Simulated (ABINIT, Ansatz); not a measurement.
# LiHS (Ama2): G0W0 with ABINIT, start to end

How does a plane-wave GW calculation on LiHS (Ama2) run from the first input to the gap?

Calculated with ABINIT 10.8.3; PBEsol and many-body steps on it, plane waves.

**1. The starting structure**

It takes space group Ama2 (No. 40, orthorhombic). Conventional cell: a = 6.157 Å, b = 5.618 Å, c = 5.515 Å, α = 90.00°, β = 90.00°, γ = 90.00°. Nearest to Li lie 4 S at 2.49 to 2.51 Å. Nearest to H lie 1 S at 1.35 Å. S has 1 H at 1.35 Å and 4 Li at 2.49 to 2.51 Å nearest. Farther neighbours and most contacts between anions are not listed.

The cell and positions come from the Crystallography Open Database and are kept as given unless a step says otherwise.

**2. Ground state**

This step: ABINIT 10.8.3; DFT, PBEsol, plane waves, norm-conserving pseudopotentials.

The ground-state density comes first.

run.abi reads:

```
acell 3*1.0 Angstrom
rprim 
  6.156870000000 0.000000000000 0.000000000000
  0.000000000000 2.809205000000 2.757390000000
  0.000000000000 -2.809205000000 2.757390000000
ntypat 3
znucl 3 1 16
natom 6
typat 1 1 2 2 3 3
xred 
  0.500000000000 0.501660000000 0.501660000000
  0.000000000000 0.501660000000 0.501660000000
  0.250000000000 0.133090000000 0.983490000000
  0.750000000000 0.983490000000 0.133090000000
  0.750000000000 0.998760000000 0.475340000000
  0.250000000000 0.475340000000 0.998760000000
pp_dirpath "pseudos"
pseudos "Li.upf, H.upf, S.upf"
ecut 33
ngkpt 4 6 6
nshiftk 1
shiftk 0 0 0
kptopt 1
chksymbreak 0
nband 17
occopt 1
tolvrs 1e-10
nstep 60
prtwf 0
optforces 0
optstress 0
indata_prefix "in"
outdata_prefix "out"
tmpdata_prefix "tmp"
```

On the command line:

```
$ OMP_NUM_THREADS=1 mpirun -n 4 abinit run.abi > log
```

Numbers of over 12 decimals in the logs are rounded to 6 here.

The program printed:

```text
.Version 10.8.3 of ABINIT. v10.8.2 released Aug 2026.

 Symmetries : space group Am a 2 (# 40); Bravais oC (1-face-center ortho.)
================================================================================
 Values of the parameters that define the memory need of the present run
     intxc =       0    ionmov =       0      iscf =       7    lmnmax =       6
     lnmax =       6     mgfft =      64  mpssoang =       3    mqgrid =    3009
     natom =       6  nloc_mem =       1    nspden =       1   nspinor =       1
    nsppol =       1      nsym =       4    n1xccc =    2501    ntypat =       3
    occopt =       1   xclevel =       2
-    mband =          17        mffmem =           1         mkmem =          10
       mpw =        5866          nfft =      102400          nkpt =          39
================================================================================
  Rough estimation (10% accuracy) of disk space for files :
================================================================================

--------------------------------------------------------------------------------
------------- Echo of variables that govern the present computation ------------
--------------------------------------------------------------------------------
 -outvars: echo values of preprocessed input variables --------
            acell      1.8897261259E+00  1.8897261259E+00  1.8897261259E+00 Bohr

      chksymbreak           0
             ecut      3.30000000E+01 Hartree
-          fftalg         312

              ixc     -116133
              kpt      0.00000000E+00  0.00000000E+00  0.00000000E+00
                       2.50000000E-01  0.00000000E+00  0.00000000E+00
                       5.00000000E-01  0.00000000E+00  0.00000000E+00
                       0.00000000E+00  1.66666667E-01  0.00000000E+00
                       2.50000000E-01  1.66666667E-01  0.00000000E+00
                       5.00000000E-01  1.66666667E-01  0.00000000E+00
                       0.00000000E+00  3.33333333E-01  0.00000000E+00
                       2.50000000E-01  3.33333333E-01  0.00000000E+00
                       5.00000000E-01  3.33333333E-01  0.00000000E+00
   [... 28 further rows ...]
                       2.50000000E-01  5.00000000E-01  5.00000000E-01
                       5.00000000E-01  5.00000000E-01  5.00000000E-01
         kptrlatt        4    0    0      0    6    0      0    0    6
          kptrlen      4.46317133E+01
P           mkmem          10
            natom           6
            nband          17
            ngfft          64      40      40
             nkpt          39
            nstep          60
             nsym           4
           ntypat           3
              occ      2.000000  2.000000  2.000000  2.000000  2.000000  2.000000
                       2.000000  2.000000  2.000000  2.000000  0.000000  0.000000
                       0.000000  0.000000  0.000000  0.000000  0.000000
        optforces           0
        optstress           0
            prtwf           0
            rprim      6.1568700000E+00  0.0000000000E+00  0.0000000000E+00
[...]
spgroup          40

           tolvrs      1.00000000E-10

             xred      5.0000000000E-01  5.0166000000E-01  5.0166000000E-01
[...]
znucl        3.00000    1.00000   16.00000

================================================================================

 chkinp: Checking input parameters for consistency.

================================================================================
== DATASET  1 ==================================================================
-   mpi_nproc: 4, omp_nthreads: 1 (-1 if OMP is not activated)

--- !DatasetInfo
iteration_state: {dtset: 1, }
dimensions: {natom: 6, nkpt: 39, mband: 17, nsppol: 1, nspinor: 1, nspden: 1, mpw: 5866, }
cutoff_energies: {ecut:  33.0, pawecutdg:  -1.0, }
electrons: {nelect:   2.00000000E+01, charge:   0.00000000E+00, occopt:   1.00000000E+00, tsmear:   1.00000000E-02, }

 Real(R)+Recip(G) space primitive vectors, cartesian coordinates (Bohr,Bohr^-1):
 R(1)= 11.6347981  0.0000000  0.0000000  G(1)=  0.0859491  0.0000000  0.0000000
 R(2)=  0.0000000  5.3086281  5.2107119  G(2)=  0.0000000  0.0941863  0.0959562
 R(3)=  0.0000000 -5.3086281  5.2107119  G(3)=  0.0000000 -0.0941863  0.0959562
 Unit cell volume ucvol=  6.4367732E+02 bohr^3
 Angles (23,13,12)=  9.10666108E+01  9.00000000E+01  9.00000000E+01 degrees

 getcut: wavevector=  0.0000  0.0000  0.0000  ngfft=  64  40  40
         ecut(hartree)=     33.000   => boxcut(ratio)=   2.07980

--- Pseudopotential description ------------------------------------------------
- Li Generated using ONCVPSP code by D. R. Hamann
-  3.00000   3.00000  180301                  znucl, zion, pspdat
12 -116133 1 -1 1944                          pspcod,pspxc,lmax,lloc,mmax
     nproj     2     2     0
  pspatm : epsatm=    2.60875052
         --- l  ekb(1:nproj) -->
[...]
pspatm: atomic psp has been read  and splines computed

- H Generated using ONCVPSP code by D. R. Hamann
-  1.00000   1.00000  180301                  znucl, zion, pspdat
12 -116133 1 -1 1180                          pspcod,pspxc,lmax,lloc,mmax
     nproj     2     1     0
  pspatm : epsatm=    0.35585368
         --- l  ekb(1:nproj) -->
[...]
1   -0.494138
 pspatm: atomic psp has been read  and splines computed

- S Generated using ONCVPSP code by D. R. Hamann
- 16.00000   6.00000  180301                  znucl, zion, pspdat
12 -116133 2 -1 1146                          pspcod,pspxc,lmax,lloc,mmax
     nproj     2     2     2
  pspatm : epsatm=    8.71840686
         --- l  ekb(1:nproj) -->
[...]
pspatm: atomic psp has been read  and splines computed

   4.67320442E+02                                ecore*ucvol(ha*bohr**3)
--------------------------------------------------------------------------------

_setup2: Arith. and geom. avg. npw (full set) are    5828.438    5828.426

================================================================================

--- !BeginCycle
iteration_state: {dtset: 1, }
solver: {iscf: 7, nstep: 60, nline: 4, wfoptalg: 0, }
tolerances: {tolvrs: 1.00E-10, }

     iter   Etot(hartree)      deltaE(h)  residm     vres2
 ETOT  1  -37.610628765635    -3.761E+01 5.035E-02 1.112E+02
 ETOT  2  -37.659837793491    -4.921E-02 3.467E-03 9.237E+00
 ETOT  3  -37.661608725954    -1.771E-03 8.412E-04 7.339E-01
 ETOT  4  -37.661658145485    -4.942E-05 8.112E-04 7.831E-02
 ETOT  5  -37.661662348232    -4.203E-06 4.859E-04 4.339E-03
 ETOT  6  -37.661662737711    -3.895E-07 5.033E-04 1.228E-04
 ETOT  7  -37.661662746369    -8.657E-09 2.192E-04 5.575E-06
 ETOT  8  -37.661662746758    -3.890E-10 1.457E-04 1.789E-07
 ETOT  9  -37.661662746766    -7.851E-12 7.996E-05 1.070E-08
 ETOT 10  -37.661662746766    -2.487E-13 3.495E-05 5.958E-10
 ETOT 11  -37.661662746766    -4.619E-13 2.869E-05 2.569E-11

 At SCF step   11       vres2   =  2.57E-11 < tolvrs=  1.00E-10 =>converged.

--- !ResultsGS
iteration_state: {dtset: 1, }
comment   : Summary of ground state results
lattice_vectors:
- [ 11.6347981,   0.0000000,   0.0000000, ]
- [  0.0000000,   5.3086281,   5.2107119, ]
- [  0.0000000,  -5.3086281,   5.2107119, ]
lattice_lengths: [  11.63480,    7.43862,    7.43862, ]
lattice_angles: [ 91.067,  90.000,  90.000, ] # degrees, (23, 13, 12)
lattice_volume:   6.4367732E+02
convergence: {deltae: -4.619E-13, res2:  2.569E-11, residm:  2.869E-05, diffor:  0.000E+00, }
etotal    :  -3.76616627E+01
entropy   :   0.00000000E+00
fermie    :  -4.48585749E-03
cartesian_stress_tensor: null
pressure_GPa: null
xred      :
- [  5.0000E-01,   5.0166E-01,   5.0166E-01, Li]
- [  0.0000E+00,   5.0166E-01,   5.0166E-01, Li]
- [  2.5000E-01,   1.3309E-01,   9.8349E-01,  H]
- [  7.5000E-01,   9.8349E-01,   1.3309E-01,  H]
- [  7.5000E-01,   9.9876E-01,   4.7534E-01,  S]
- [  2.5000E-01,   4.7534E-01,   9.9876E-01,  S]
cartesian_forces: null
force_length_stats: {min: null, max: null, mean: null, }

 Integrated electronic density in atomic spheres:
 ------------------------------------------------
 Atom  Sphere_radius  Integrated_density
[...]
================================================================================

 ----iterations are completed or convergence reached----

 Mean square residual over all n,k,spin=   14.102E-08; max=  28.689E-06
 reduced coordinates (array xred) for    6 atoms
[...]
0.000000000000      0.501660000000      0.501660000000
       0.250000000000      0.133090000000      0.983490000000
       0.750000000000      0.983490000000      0.133090000000
       0.750000000000      0.998760000000      0.475340000000
       0.250000000000      0.475340000000      0.998760000000
 rms dE/dt=  0.0000E+00; max dE/dt=  0.0000E+00; dE/dt below (all hartree)
    1       0.000000000000      0.000000000000      0.000000000000
    2       0.000000000000      0.000000000000      0.000000000000
    3       0.000000000000      0.000000000000      0.000000000000
    4       0.000000000000      0.000000000000      0.000000000000
    5       0.000000000000      0.000000000000      0.000000000000
    6       0.000000000000      0.000000000000      0.000000000000

 cartesian coordinates (angstrom) at end:
    1      3.078435     0.000000     2.766545
    2      0.000000     0.000000     2.766545
    3      1.539217    -2.388948     3.078847
    4      4.617653     2.388948     3.078847
    5      4.617653     1.470394     4.064669
    6      1.539217    -1.470394     4.064669
 length scales=  1.889726125908  1.889726125908  1.889726125908 bohr
              =  1.000000000000  1.000000000000  1.000000000000 angstroms
 prteigrs : about to open file out_EIG
 Fermi (or HOMO) energy (hartree) =  -0.00449   Average Vxc (hartree)=  -0.29109
 Eigenvalues (hartree) for nkpt=  39  k points:
 kpt#   1, nband= 17, wtk=  0.00694, kpt=  0.0000  0.0000  0.0000 (reduced coord)
  -1.60604   -1.60579   -0.45319   -0.43816   -0.12144   -0.11974   -0.08252   -0.02795
  -0.02600   -0.00449    0.11789    0.13122    0.18215    0.18331    0.28261    0.28443
   0.35071
 prteigrs : prtvol=0 or 1, do not print more k-points.

--- !EnergyTerms
iteration_state     : {dtset: 1, }
comment             : Components of total free energy in Hartree
kinetic             :  1.91716801812078E+01
hartree             :  7.73635523012596E+00
xc                  : -1.02698079831894E+01
Ewald energy        : -2.24137112900182E+01
psp_core            :  7.26016629708046E-01
local_psp           : -2.64915880727471E+01
non_local_psp       : -6.12060744185321E+00
total_energy        : -3.76616627467662E+01
total_energy_eV     : -1.02482605166813E+03
band_energy         : -9.17501539230428E+00

== END DATASET(S) ==============================================================
================================================================================

 -outvars: echo values of variables after computation  --------
           etotal     -3.7661662747E+01
            nband          17
             nkpt          39
          spgroup          40
 [... the other variables as echoed above ...]

 Calculation completed.
```

It took 36 s on 4 MPI ranks of Arm Neoverse V1, shared host; peak memory 0.41 GiB.

This step gave:

- total energy: -1024.8261 eV
- gap: 3.330 eV
- k of the valence top: 0, 0, 0
- k of the conduction bottom: 0, 0, 0
- least direct gap: 3.330 eV

The gap is direct, at Γ.

(Part 1 of 3 ends here.)

[Paths, hosts, dates, memory and timing lines, banners, echoed tables and standing remarks are left out of the program output.]

[Logs are printed without paths, hosts, clocks, repeated set-up lines and the standing remarks that a program may print on its own settings, such as how far it seeks lower states.]

[Runs of the session that timed out or met a known fault of the program may be left out.]

[Hosts, paths, dates, database ids (printed as entryN), source tags and the programs' standing remarks are cut or masked in the printed files.]

[G0W0 gaps are taken among the corrected bands and points alone; a level outside them can change the order at an edge.]

[Where Ansatz stands beside ABINIT at settings called matched, ABINIT's density can come from a denser mesh and the files from another edition; pairs whose starting gaps differed by over 0.03 eV were left out, so agreement reads better than it is.]
